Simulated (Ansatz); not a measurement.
# Convergence of a linear-scaling basis for P6_3/mmc (COD entry) Sr2MgAl3, size series (2352 atoms)

Wanted: errors and times of a linear-scaling basis for P6_3/mmc (COD entry) Sr2MgAl3, size series (2352 atoms). A setting counts as converged where the r.m.s. difference of forces stays under 1 % of the r.m.s. force.

Method: Kohn-Sham DFT, PBE, PAW (set soft_2), localised support functions (high), in Ansatz 0.2.0.

## (1) Starting point

The cell holds 2352 atoms: 784 Sr, 392 Mg and 1176 Al. Its edges and angles: a = 44.589 Å, b = 44.589 Å, c = 40.560 Å, α = 90.0°, β = 90.0°, γ = 120.0°. It derives from Sr2MgAl3 (P6_3/mmc (measured, COD)), repeated 7×7×4. P6_3/mmc (COD entry) Sr2MgAl3 (cell 6.37, 6.37, 10.14, 90, 90, 120), 7 x 7 x 4 conventional cells; every coordinate displaced by a Gaussian of 0.08 Å.

Limits known from the start: The Brillouin zone is sampled at Γ only, in a cell whose shortest periodic width is 39 Å.

## (2) Support functions high

This cell is solved in support functions at the level high, which serves as the reference here; no plane-wave run stands beside it.

File input.yaml:

```yaml
crystal:
  lattice:
    - [44.5893, 0.0, 0.0]
    - [-22.29465, 38.61547, 0.0]
    - [0.0, 0.0, 40.56]
  atoms:
    - { symbol: Sr, position: [0.04769, 0.09236, 0.01487] }
    - { symbol: Sr, position: [0.09484, 0.04808, 0.13879] }
    - { symbol: Sr, position: [0.09715, 0.04837, 0.234] }
    - { symbol: Sr, position: [0.05004, 0.09563, 0.10934] }
    - { symbol: Mg, position: [0.99764, 0.99706, 0.99746] }
    - { symbol: Mg, position: [0.99928, 0.00056, 0.12907] }
    - { symbol: Al, position: [0.12082, 0.09356, 0.05979] }
    - { symbol: Al, position: [0.04633, 0.02185, 0.06103] }
    - { symbol: Al, position: [0.11779, 0.0238, 0.06387] }
    - { symbol: Al, position: [0.02277, 0.04656, 0.18331] }
    - { symbol: Al, position: [0.09629, 0.11571, 0.18495] }
    - { symbol: Al, position: [0.02117, 0.12093, 0.19225] }
    - { symbol: Sr, position: [0.04464, 0.09198, 0.26347] }
    - { symbol: Sr, position: [0.0968, 0.04894, 0.38827] }
    - { symbol: Sr, position: [0.09501, 0.04703, 0.4888] }
    - { symbol: Sr, position: [0.0486, 0.09463, 0.35975] }
    - { symbol: Mg, position: [0.00264, 0.00114, 0.25055] }
    - { symbol: Mg, position: [0.0033, 0.99877, 0.37579] }
    - { symbol: Al, position: [0.11941, 0.09316, 0.31329] }
    - { symbol: Al, position: [0.04688, 0.02317, 0.31227] }
    - { symbol: Al, position: [0.1193, 0.02376, 0.31495] }
    - { symbol: Al, position: [0.02271, 0.04836, 0.43526] }
    - { symbol: Al, position: [0.09364, 0.11843, 0.4375] }
    - { symbol: Al, position: [0.02501, 0.11639, 0.43557] }
    - { symbol: Sr, position: [0.0498, 0.09772, 0.51214] }
    - { symbol: Sr, position: [0.09548, 0.04892, 0.63849] }
    - { symbol: Sr, position: [0.0932, 0.0457, 0.7373] }
    - { symbol: Sr, position: [0.04707, 0.09347, 0.60991] }
    - { symbol: Mg, position: [0.99948, 0.99795, 0.49753] }
    - { symbol: Mg, position: [0.00168, 0.00035, 0.62262] }
    - { symbol: Al, position: [0.11607, 0.0933, 0.56288] }
    - { symbol: Al, position: [0.05051, 0.01987, 0.56123] }
    [... 2314 atom lines left out ...]
    - { symbol: Al, position: [0.97643, 0.9531, 0.81413] }
    - { symbol: Al, position: [0.90469, 0.88003, 0.81145] }
    - { symbol: Al, position: [0.97621, 0.8804, 0.81297] }
    - { symbol: Al, position: [0.87894, 0.90555, 0.93888] }
    - { symbol: Al, position: [0.95427, 0.97486, 0.93598] }
    - { symbol: Al, position: [0.87786, 0.97539, 0.93739] }
kpoints:
  mp_grid: { grid: [1, 1, 1] }
hamiltonian:
  xc: pbe
scf:
  occupations: { method: methfessel_paxton, width: 0.15 }
  eigensolver: { kind: { support_functions: { accuracy: high } } }
  max_iter: 150
output:
  forces: true
```

The run is started by

```sh
$ ansatz run input.yaml --threads 32 --pin off --max-ram 143360MiB --backend cuda --events-out ev --progress --plain --runs-dir out
```

Output:

```text
Warning: scf.eigensolver.kind.support_functions: disabling space-group detection — the functions' gradient is summed over unrotated k-points, so no spatial operation reduces the k-mesh or symmetrises the density; time reversal is kept, so that k and −k are solved as one point where they differ and the mesh holds both, and exact exchange and, on two spinor components, a DFT+U term hold to it where the run has them: [...]
settings of this run that can trade accuracy for cost: scf.eigensolver.kind.support_functions [...]
Engine: ansatz 0.2.0, aarch64-unknown-linux-gnu
Pseudopotentials: kind: paw
Pseudopotential: Sr, paw, valence charge 10, recommended cutoff 420 eV (normal), Sr.paw.azcp
Pseudopotential: Mg, paw, valence charge 10, recommended cutoff 420 eV (normal), Mg.paw.azcp
Pseudopotential: Al, paw, valence charge 3, recommended cutoff 420 eV (normal), Al.paw.azcp
[... 5 lines on functional and potentials left out ...]
device memory: the entry about to start is reckoned to put 116.9 GiB on a device that reports 182.5 GiB free
GPU FFT provider: cuFFT
GPU libraries: cuBLAS 13.8.1, cuFFT 12.4.0, cuSOLVER 12.3.2
GPU matrix products: emulated (plane waves: as basis.precision tells), large ones in fixed point in workspaces of 1.00 GiB
Crystal: 2352 atoms, lattice volume = 69837.700 Å³
Basis set: ecut = 420 eV, 1365021 PW (Γ), exchange–correlation on 600×600×576 points (8 copies of the dense FFT grid, shifted against one another)
Bands: 9173, of which v1, the nominal top of the filled ones, is band 7644 counted from 1 (7643 counted from 0)
Symmetry: 1 space group operations
k-points: 1
[... 7 lines on functional and potentials left out ...]
Initial density: superposition of atomic densities (chi_scale 0.1, normalization cell, long waves kept (reshape's long-wave potential 0.03 eV rms))
Initial wavefunctions: pseudopotential atomic-orbital guess
GPU buffer pool allocated for 25920000 grid points (all kernels)
Eigensolver: Support functions (high, 216×216×192 points, laid for a spacing of at most 0.220337 Å, radius 5.523262 Å, 2 species' potentials softened for the grid, 3 wholly corrected for its errors in the mean over positions, 3 with the egg-box correction, energy correction by stochastic trace)
Functional: x = pbe(κ = 0.804, μ = 0.219515), c = pbe(β = 0.066725)
SCF iter   1: F=—  HF=-4164275.143289 eV  |F-HF|=—  |Δ(HF+E_count)|=         —  Δρ=1.38e-2  dr2=4.40e2  ethr=1.00e-1
preconditioner: auto → Kerker (q_TF=auto, 2.118 Å⁻¹)  [metal: Δε(μ)=0.001 eV  Ē_g=4.190 eV  σ=0.150 eV  W_gap=0.01  n_scr=11114 (ndim 8)  ℏωp=10.8 eV  f_vac=0.000  D(μ)=1289.64/eV (n_scr^D=7240)]
SCF iter   2: F=—  HF=-4165081.609248 eV  |F-HF|=—  |Δ(HF+E_count)|=    8.06e2  S|Δr|=    0.00e0  Δρ=1.20e-2  dr2=2.04e2  ethr=2.88e-3
SCF iter   3: F=—  HF=-4165123.503112 eV  |F-HF|=—  |Δ(HF+E_count)|=    4.19e1  S|Δr|=    0.00e0  Δρ=5.07e-3  dr2=4.54e1  ethr=1.33e-3  κ⁻¹=1.0e0(r=1)
SCF iter   4: F=—  HF=-4165127.499548 eV  |F-HF|=—  |Δ(HF+E_count)|=    4.00e0  S|Δr|=    0.00e0  Δρ=1.35e-3  dr2=2.47e0  ethr=2.97e-4  κ⁻¹=1.5e-2(r=2)
SCF iter   5: F=—  HF=-4165136.658185 eV  |F-HF|=—  |Δ(HF+E_count)|=    9.16e0  S|Δr|=    0.00e0  Δρ=1.11e-3  dr2=1.69e0  ethr=1.62e-5  κ⁻¹=1.5e-2(r=2)
SCF iter   6: F=—  HF=-4165136.662121 eV  |F-HF|=—  |Δ(HF+E_count)|=   3.94e-3  S|Δr|=    0.00e0  Δρ=4.32e-4  dr2=2.19e-1  ethr=1.11e-5  κ⁻¹=7.9e-4(r=3)
SCF iter   7: F=—  HF=-4165136.724897 eV  |F-HF|=—  |Δ(HF+E_count)|=   6.28e-2  S|Δr|=    0.00e0  Δρ=1.12e-4  dr2=1.04e-2  ethr=1.43e-6  κ⁻¹=2.7e-5(r=4)
SCF iter   8: F=—  HF=-4165136.807959 eV  |F-HF|=—  |Δ(HF+E_count)|=   8.31e-2  S|Δr|=    0.00e0  Δρ=5.20e-5  dr2=1.51e-3  ethr=6.82e-8  κ⁻¹=2.7e-5(r=4)
SCF iter   9: F=—  HF=-4165136.818150 eV  |F-HF|=—  |Δ(HF+E_count)|=   1.02e-2  S|Δr|=    0.00e0  Δρ=1.29e-5  dr2=1.97e-4  ethr=9.90e-9  κ⁻¹=2.1e-6(r=5)
SCF iter  10: F=—  HF=-4165136.825248 eV  |F-HF|=—  |Δ(HF+E_count)|=   7.10e-3  S|Δr|=    0.00e0  Δρ=6.40e-6  dr2=3.96e-5  ethr=1.29e-9  κ⁻¹=1.0e-7(r=6)
SCF iter  11: F=—  HF=-4165136.830927 eV  |F-HF|=—  |Δ(HF+E_count)|=   5.68e-3  S|Δr|=    0.00e0  Δρ=3.19e-6  dr2=7.04e-6  ethr=2.59e-10  κ⁻¹=3.0e-8(r=7)
SCF iter  12: F=—  HF=-4165136.835684 eV  |F-HF|=—  |Δ(HF+E_count)|=   4.76e-3  S|Δr|=    0.00e0  Δρ=7.04e-7  dr2=4.67e-7  ethr=4.61e-11  κ⁻¹=7.7e-9(r=7)
SCF iter  13: F=—  HF=-4165136.844727 eV  |F-HF|=—  |Δ(HF+E_count)|=   9.04e-3  S|Δr|=    0.00e0  Δρ=9.09e-7  dr2=8.46e-7  ethr=3.06e-12  κ⁻¹=6.6e-8(r=7)
SCF iter  14: F=-4165136.848016 eV  HF=-4165136.848016 eV  |F-HF|=1.96e-8  |Δ(HF+E_count)|=   3.29e-3  S|Δr|=    0.00e0  Δρ=3.78e-7  dr2=1.14e-7  ethr=3.06e-12
SCF 1 converged in 14 iterations: F = -4165136.930464 eV  dr2 = 1.14e-7
  greatest PAW one-centre occupation: 1.000 electrons in one spin orbital (limit 2), on the Mg atom at site 593 (counted from 0), in its partial waves of l = 0
SCF converged after 14 iterations
Stability not checked: this state was not tested for a lower state beside it, because cold or Methfessel-Paxton smearing, or corrected tetrahedra, fill the levels in a way that the test cannot read (fill_not_monotonic; see scf.lower_state_search)
Free energy (F): -4165136.930464 eV
Harris-Foulkes:  -4165136.930464 eV  (|F-HF|=1.96e-8)
Internal energy: -4165134.940740 eV  (E = F + TS)
E sigma→0 (E₀):  -4165136.433033 eV
Entropy (-TS):   -1.989725 eV (-0.846 meV/atom)
Fermi energy:    5.648540 eV
Step filling:    the computed levels leave a gap of 0.0009 eV = 0.0 smearing widths at the electron count; against every level under it full and every level over it empty, smearing changes F+E_penalty+E_count by -473.721 meV and its σ→0 estimate by +23.710 meV
--- Per-component energies (eV) ---
  E_band       = -228957.528284
  E_kinetic    = 242643.224786
  E_local      = -1304447.963563  (includes V_loc(G=0)·N_el)
  E_nonlocal   = 207919.575933
  E_softening  = 0.018413  (part of E_nonlocal)
  E_grid_corr  = -0.159873  (part of E_nonlocal)
  E_hartree    = 421806.768571
  E_xc         = -190841.362575
  E_vxc        = -171620.911893  (∫ρ·V_xc dr)
  E_paw        = -2776604.956199  (= ΣΔE_a)
  E_vpaw       = -47064.875059  (= ΣTr[D̂ρ^β])
  E_aug_tail   = -0.004226  (compensation charges beyond the density's cutoff)
  E_ewald      = -765610.141019
  E_smearing   = -1.989725  (= −TS)
  E_closure    = 0.000000  (closes the sum)
  E_support_correction = -0.082448  (second-order, or where that is not computed along the SCF)
  E_support_correction_error = 8.4e-3  (of E_support_correction; not in F)
  Σ components = -4165136.930464   (vs F -4165136.930464, Δ=0.00e0)
--- Forces (eV/Å), atoms counted from 1 ---
[... 2352 lines of forces left out ...]
  max |Σ_I F_I| component: 4.12e-4 eV/Å
--- Band table (eV) ---
[... left out ...]
  guard bands above this table: 1237 of the run's 9173 bands (output.publish_guard_bands: true publishes all)
```

Wall time 1.7 min (1 × NVIDIA GB200 with 32 threads of Arm Neoverse V2, shared host); peak memory 14 GiB; 3.1 min of CPU time.

That memory is the host's; the program planned up to 117 GiB on the GPU. Forces of this run were stored rounded, and per-atom blocks of the log weren't kept.

The program notes that the band table was not solved further than the SCF left it, the correction for the support functions is uncertain and it switched symmetry off.

Read from the output:

```yaml
free_energy: -4165136.9305 eV
free_energy_per_atom: -1770.8916 eV/atom
scf_cycles: 14
r_m_s_force_component: 0.198 eV/Å
longest_force: 0.9685 eV/Å
fermi_energy: 5.649 eV
levels_partly_filled_by_over_2_per_cent: 209
```

The r.m.s. force component of 0.20 eV/Å sets the scale for the differences below.

## (3) Support functions medium

The support functions are set to the level medium, against high in the reference.

This step: Kohn-Sham DFT, PBE, PAW (set soft_2), localised support functions (medium) (Ansatz 0.2.0).

input.yaml, the sections that differ from step 2:

```yaml
scf:
  occupations: { method: methfessel_paxton, width: 0.15 }
  eigensolver: { kind: { support_functions: { accuracy: medium } } }
  max_iter: 150
# crystal, kpoints, hamiltonian, output: as in step 2
```

Output:

```text
[...]
GPU FFT provider: cuFFT
GPU libraries: cuBLAS 13.8.1, cuFFT 12.4.0, cuSOLVER 12.3.2
[...]
Crystal: 2352 atoms, lattice volume = 69837.700 Å³
Basis set: ecut = 420 eV, 1365021 PW (Γ), exchange–correlation on 600×600×576 points (8 copies of the dense FFT grid, shifted against one another)
Bands: 9173, of which v1, the nominal top of the filled ones, is band 7644 counted from 1 (7643 counted from 0)
Symmetry: 1 space group operations
k-points: 1
[...]
GPU buffer pool allocated for 25920000 grid points (all kernels)
Eigensolver: Support functions (medium, 192×192×180 points, laid for a spacing of at most 0.246777 Å, radius 4.614959 Å, 2 species' potentials softened for the grid, 3 wholly corrected for its errors in the mean over positions, 3 with the egg-box correction, energy correction by stochastic trace)
[...]
SCF iter   1: F=—  HF=-4164247.537735 eV  |F-HF|=—  |Δ(HF+E_count)|=         —  Δρ=1.36e-2  dr2=4.27e2  ethr=1.00e-1
[...]
SCF iter  11: F=—  HF=-4165135.697465 eV  |F-HF|=—  |Δ(HF+E_count)|=   6.96e-2  S|Δr|=    0.00e0  Δρ=3.30e-6  dr2=6.98e-6  ethr=3.04e-10  κ⁻¹=3.4e-8(r=7)
SCF iter  12: F=-4165135.697460 eV  HF=-4165135.697461 eV  |F-HF|=4.30e-7  |Δ(HF+E_count)|=   4.05e-6  S|Δr|=    0.00e0  Δρ=9.31e-7  dr2=4.69e-7  ethr=4.57e-11
SCF 1 converged in 12 iterations: F = -4165136.976661 eV  dr2 = 4.69e-7
[...]
SCF converged after 12 iterations
[...]
Free energy (F): -4165136.976661 eV
[...]
Internal energy: -4165134.991740 eV  (E = F + TS)
E sigma→0 (E₀):  -4165136.480431 eV
Entropy (-TS):   -1.984922 eV (-0.844 meV/atom)
Fermi energy:    5.649025 eV
[...]
Σ components = -4165136.976661   (vs F -4165136.976661, Δ=0.00e0)
--- Forces (eV/Å), atoms counted from 1 ---
[... 2352 lines of forces left out ...]
  max |Σ_I F_I| component: 2.43e-2 eV/Å
--- Band table (eV) ---
[... left out ...]
[...]
```

Wall time 60 s (1 × NVIDIA GB200 with 32 threads); peak memory 13 GiB.

That memory is the host's; the program planned up to 70.1 GiB on the GPU.

Forces differ from the reference by 0.26 meV/Å r.m.s., 0.13 % of their size, well within a tolerance of 1 %. It took 0.59 times the reference's time.

## (4) Support functions low

The level low is asked for. Here it resolves to the same grid and radius as in the run with support functions medium, so the basis is not new.

This step: Kohn-Sham DFT, PBE, PAW (set soft_2), localised support functions (low) (Ansatz 0.2.0).

input.yaml, the sections that differ from step 3:

```yaml
scf:
  occupations: { method: methfessel_paxton, width: 0.15 }
  eigensolver: { kind: { support_functions: { accuracy: low } } }
  max_iter: 150
# crystal, kpoints, hamiltonian, output: as in step 3
```

Output:

```text
[...]
GPU FFT provider: cuFFT
GPU libraries: cuBLAS 13.8.1, cuFFT 12.4.0, cuSOLVER 12.3.2
[...]
Crystal: 2352 atoms, lattice volume = 69837.700 Å³
Basis set: ecut = 420 eV, 1365021 PW (Γ), exchange–correlation on 600×600×576 points (8 copies of the dense FFT grid, shifted against one another)
Bands: 9173, of which v1, the nominal top of the filled ones, is band 7644 counted from 1 (7643 counted from 0)
Symmetry: 1 space group operations
k-points: 1
[...]
GPU buffer pool allocated for 25920000 grid points (all kernels)
Eigensolver: Support functions (low, 192×192×180 points, laid for a spacing of at most 0.246777 Å, radius 4.614959 Å, 2 species' potentials softened for the grid, 3 wholly corrected for its errors in the mean over positions, 3 with the egg-box correction, energy correction by stochastic trace)
[...]
SCF iter   1: F=—  HF=-4164247.537735 eV  |F-HF|=—  |Δ(HF+E_count)|=         —  Δρ=1.36e-2  dr2=4.27e2  ethr=1.00e-1
[...]
SCF iter   9: F=—  HF=-4165135.543650 eV  |F-HF|=—  |Δ(HF+E_count)|=   1.07e-1  S|Δr|=    0.00e0  Δρ=1.31e-5  dr2=2.04e-4  ethr=6.96e-9  κ⁻¹=1.0e-6(r=6)
SCF iter  10: F=-4165135.627841 eV  HF=-4165135.627844 eV  |F-HF|=2.34e-6  |Δ(HF+E_count)|=   8.42e-2  S|Δr|=    0.00e0  Δρ=7.86e-6  dr2=4.64e-5  ethr=1.33e-9
SCF 1 converged in 10 iterations: F = -4165136.975824 eV  dr2 = 4.64e-5
[...]
SCF converged after 10 iterations
[...]
Free energy (F): -4165136.975824 eV
[...]
Internal energy: -4165134.991140 eV  (E = F + TS)
E sigma→0 (E₀):  -4165136.479653 eV
Entropy (-TS):   -1.984684 eV (-0.844 meV/atom)
Fermi energy:    5.649017 eV
[...]
Σ components = -4165136.975824   (vs F -4165136.975824, Δ=0.00e0)
--- Forces (eV/Å), atoms counted from 1 ---
[... 2352 lines of forces left out ...]
  max |Σ_I F_I| component: 2.60e-2 eV/Å
--- Band table (eV) ---
[... left out ...]
[...]
```

The job ended after 53 s (1 × NVIDIA GB200 with 32 threads; peak memory 13 GiB; 2 min of CPU time).

That memory is the host's; the program planned up to 70.1 GiB on the GPU.

Forces differ from the reference by 0.27 meV/Å r.m.s., 0.14 % of their size, well within a tolerance of 1 %. It took 0.53 times the reference's time.

## (5) Support functions medium, radius 4.48 Å

The radius confines each support function; a larger one gives more freedom and more work per atom.

This step: Kohn-Sham DFT, PBE, PAW (set soft_2), localised support functions (medium) (Ansatz 0.2.0).

input.yaml, the sections that differ from step 4:

```yaml
scf:
  occupations: { method: methfessel_paxton, width: 0.15 }
  eigensolver: { kind: { support_functions: { accuracy: medium, radius: 4.48 } } }
  max_iter: 150
# crystal, kpoints, hamiltonian, output: as in step 4
```

Output:

```text
[...]
GPU FFT provider: cuFFT
GPU libraries: cuBLAS 13.8.1, cuFFT 12.4.0, cuSOLVER 12.3.2
[...]
Crystal: 2352 atoms, lattice volume = 69837.700 Å³
Basis set: ecut = 420 eV, 1365021 PW (Γ), exchange–correlation on 600×600×576 points (8 copies of the dense FFT grid, shifted against one another)
Bands: 9173, of which v1, the nominal top of the filled ones, is band 7644 counted from 1 (7643 counted from 0)
Symmetry: 1 space group operations
k-points: 1
[...]
GPU buffer pool allocated for 25920000 grid points (all kernels)
[...]
SCF iter   1: F=—  HF=-4164237.971106 eV  |F-HF|=—  |Δ(HF+E_count)|=         —  Δρ=1.36e-2  dr2=4.29e2  ethr=1.00e-1
[...]
SCF iter  11: F=—  HF=-4165135.126855 eV  |F-HF|=—  |Δ(HF+E_count)|=   1.00e-1  S|Δr|=    0.00e0  Δρ=4.09e-6  dr2=9.34e-6  ethr=5.98e-10  κ⁻¹=1.7e-7(r=7)
SCF iter  12: F=-4165135.126850 eV  HF=-4165135.126854 eV  |F-HF|=3.99e-6  |Δ(HF+E_count)|=   4.37e-7  S|Δr|=    0.00e0  Δρ=2.20e-6  dr2=4.83e-6  ethr=6.11e-11
SCF 1 converged in 12 iterations: F = -4165136.950622 eV  dr2 = 4.83e-6
[...]
SCF converged after 12 iterations
[...]
Free energy (F): -4165136.950622 eV
[...]
Internal energy: -4165134.967870 eV  (E = F + TS)
E sigma→0 (E₀):  -4165136.454934 eV
Entropy (-TS):   -1.982753 eV (-0.843 meV/atom)
Fermi energy:    5.649297 eV
[...]
Σ components = -4165136.950622   (vs F -4165136.950622, Δ=0.00e0)
--- Forces (eV/Å), atoms counted from 1 ---
[... 2352 lines of forces left out ...]
  max |Σ_I F_I| component: 2.10e-2 eV/Å
--- Band table (eV) ---
[... left out ...]
[...]
```

Elapsed: 55 s, on 1 × NVIDIA GB200 with 32 threads; peak memory 12 GiB; 2 min of CPU time.

That memory is the host's; the program planned up to 67.1 GiB on the GPU.

Keys that differ from the reference: support_functions.accuracy = "medium" and support_functions.radius = 4.48.

Forces differ from the reference by 0.35 meV/Å r.m.s., 0.18 % of their size, well within a tolerance of 1 %. It took 0.54 times the reference's time.

[end of part 1 of 3]

[Long decimals in the printed logs are rounded to 6 places.]

[Logs are printed without paths, hosts, clocks, repeated set-up lines and the standing remarks that a program may print on its own settings, such as how far it seeks lower states.]

[Hosts, paths, dates, database ids (printed as entryN), source tags and the programs' standing remarks are cut or masked in the printed files.]
